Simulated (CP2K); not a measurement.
Two runs for the O K edge of methyl acetate. Run A: CP2K XAS_TDP, all-electron GAPW, PBEh(45%), aug-cc-pVDZ, TDA, no relativity. Run B differs in one setting.

First lines with a strength over 0.0015. A:

```csv
atom,energy (eV),states,"strength, one atom"
O2 (bonded to 2 C),530.89,1,0.0168
,532.30,1,0.0213
,532.57,1,0.0062
,533.52,1,0.0040
,533.78,1,0.0027
O5 (bonded to C),527.46,1,0.0406
,533.47,1,0.0028
,533.96,1,0.0032
,534.91,1,0.0048
,535.23,1,0.0032
```

B:

```csv
atom,energy (eV),states,"strength, one atom"
O2 (bonded to 2 C),535.54,1,0.0167
,536.95,1,0.0211
,537.22,1,0.0061
,538.17,1,0.0039
,538.43,1,0.0027
O5 (bonded to C),532.39,1,0.0402
,538.40,1,0.0027
,538.88,1,0.0032
,539.84,1,0.0047
,540.16,1,0.0032
```

Which was it: scalar relativity switched on, the functional, GW2X switched on, the basis?

GW2X switched on. GW2X shifts an atom's lines together and keeps their spacings. Against PBEh(45%) in aug-cc-pVDZ, the leading lines move by +4.65 eV (O2, to 535.54) and +4.93 eV (O5, to 532.39).

[Banner, clock and machine lines of the logs are left out without a mark of their own.]

[Logs are printed without paths, hosts, clocks, repeated set-up lines and the standing remarks that a program may print on its own settings, such as how far it seeks lower states.]

[Hosts, paths, dates, database ids (printed as entryN), source tags and the programs' standing remarks are cut or masked in the printed files.]
